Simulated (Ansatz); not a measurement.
# An extra electron or hole in a frame of liquid hydrogen fluoride from 273 K (116 atoms): runs compared

Aim: add and remove one electron in a frame of liquid hydrogen fluoride from 273 K (116 atoms), with atoms held and relaxed, and read trapping energy and localisation.

Computed with Ansatz 0.2.0: Kohn-Sham DFT, PBEsol, PAW (set soft_2), plane waves.

**1. The cell as built**

The cell holds 116 atoms: 58 F and 58 H. Cell: a = 12.435 Å, b = 12.435 Å, c = 12.435 Å, α = 90.0°, β = 90.0°, γ = 90.0°. 58 hydrogen fluoride placed at random, at 1 g/cm³; overlaps pushed apart, then 10 ps at 373 K with a harmonic two-site HF with charges of 0.5 e and a 12-6 site on F. Snapshot after 20 ps at 273 K and fixed volume. The starting density is a measured one.

Limits known from the start: The starting topology of bonds comes from the classical model, and needn't be the one that DFT or experiment would give. Sampling is at Γ alone, for a cell whose shortest periodic width is 12 Å. The liquid is relaxed first, so the results are those of a frozen frame at zero temperature.

**2. The reference run**

The reference is a single point at the end of the relaxation.

The charged cells start from the geometry of this run, on a uniform background, with spin and a narrow Fermi–Dirac smearing.

Its input, with most atom lines left out:

```yaml
crystal:
  lattice:
    - [12.43539, 0.0, 0.0]
    - [0.0, 12.43539, 0.0]
    - [0.0, 0.0, 12.43539]
  atoms:
    - { symbol: F, position: [0.75744, 0.77969, 0.03882] }
    - { symbol: H, position: [0.74188, 0.71069, 0.99598] }
    - { symbol: F, position: [0.49811, 0.21107, 0.85962] }
    - { symbol: H, position: [0.54984, 0.14825, 0.87095] }
    - { symbol: F, position: [0.02346, 0.12016, 0.28076] }
    - { symbol: H, position: [0.95809, 0.14471, 0.32434] }
    - { symbol: F, position: [0.26548, 0.18099, 0.37996] }
    [... atom lines 8 to 116 left out ...]
kpoints:
  mp_grid: { grid: [1, 1, 1] }
hamiltonian:
  xc: pbesol
scf:
  occupations: { method: fermi_dirac, width: 0.05 }
output:
  forces: true
  stress: true
  populations: intrinsic
  dos:
    method: { smearing: { sigma: 0.1 } }
    de: 0.1
    projected: { site_lists: { F: [F], H: [H] } }
  eigenvalues: true
  write_density: true
  write_potential: true
  volumetric_format: npy
  elf: true
```

| Quantity | Value |
| --- | --- |
| free energy per atom | -408.2778 eV/atom |
| r.m.s. force component | 0.00795 eV/Å |
| pressure | -0.1302 GPa |

Filled and empty levels are parted by 7.92 eV (at Γ alone); a semilocal functional tends to put such gaps too low. In a disordered cell it changes from sample to sample and from frame to frame.

**3. The runs**

Each row is one run, on 4 threads of Arm Neoverse V1, shared host. The free energy is the program's total, comparable only between runs with the same functional, potentials and atoms; between charge states it hangs on the program's zero of potential.

```
                                              run  atoms    outcome  ionic steps, all passes  free energy (eV)     time  host memory (GiB)
                        Single point at the start    116  converged                        -        -47348.211     16 s                2.1
                                       Relaxation    116  converged                       43        -47360.224  8.2 min                2.1
             Single point at the relaxed geometry    116  converged                        -        -47360.224     27 s                2.2
                    An extra electron, atoms held    116  converged                        -        -47358.861     94 s                3.6
                 An extra electron, atoms relaxed    116  converged                        2        -47358.866     59 s                3.5
An extra electron, levels at the relaxed geometry    116  converged                        -        -47358.866     95 s                3.6
          Neutral at the geometry of the electron    116  converged                        -        -47360.223     25 s                2.2
                        An extra hole, atoms held    116  converged                        -        -47353.535  2.2 min                3.7
                     An extra hole, atoms relaxed    116  converged                        6        -47353.555  5.4 min                3.6
    An extra hole, levels at the relaxed geometry    116  converged                        -        -47353.555    2 min                3.7
              Neutral at the geometry of the hole    116  converged                        -        -47360.198     24 s                2.2
```

In some runs the program notes that the exchange-correlation potential is rough where the density is thin and starting moments were not kept.

**4. Energies and spread of the extra charge**

Energies are differences within one cell and functional; the shift is the gain plus the neutral cell's energy at the new geometry, that is how much cheaper the vertical process becomes there. The spread is the participation number of the site moments (1/Σw², over the spin inside atomic spheres), with the atom that holds the largest share and the spin that the spheres hold in all.

```
 carrier  charged less neutral, atoms held (eV)  gain on relaxing (eV)  neutral cell at that geometry, less the reference (eV)  shift of the vertical energy (eV)      spread, atoms held         spread, relaxed
electron                                  1.363                  0.005                                                   0.001                              0.006                       -                       -
    hole                                  6.689                  0.021                                                   0.026                              0.047  51; F95 4 % of 0.49 μB  43; F95 5 % of 0.50 μB
```

**5. Outcome**

The extra electron gains 0.0049 eV as the atoms relax: so small a gain shows no trapping at this level. The cell with the electron keeps a moment of only 0.00 μB where one unpaired electron should give 1 μB: the carrier is shared between both spins, which can hide trapping. The extra hole gains 0.021 eV as the atoms relax, and its spin goes from about 51 to 43 atoms: it stays spread out at this level. With the atoms held, the spheres hold only 0.49 of the 0.98 μB, so the spread is read from a small part of the spin. Adding the two vertical energies gives 8.05 eV, against a gap of 7.92 eV in the neutral cell. The zero of the potential cancels in this sum; the excess isn't taken apart here: charging of a small cell, filling of bands on a coarse mesh and the attraction to the background can all enter.

**Limits.** Single energies of charged cells hang on the program's zero of potential. In the spin-polarised runs the search for a state of lower energy was switched off. No distortion was seeded, so a trapped state behind a barrier can't be found. Local and semilocal functionals favour spread-out charges, so trapping can be missed. Charged cells carry a uniform background, with no correction for images.

The DFT runs together took 23 min of wall time.

[Logs are printed without paths, hosts, clocks, repeated set-up lines and the standing remarks that a program may print on its own settings, such as how far it seeks lower states.]

[Hosts, paths, dates, database ids (printed as entryN), source tags and the programs' standing remarks are cut or masked in the printed files.]
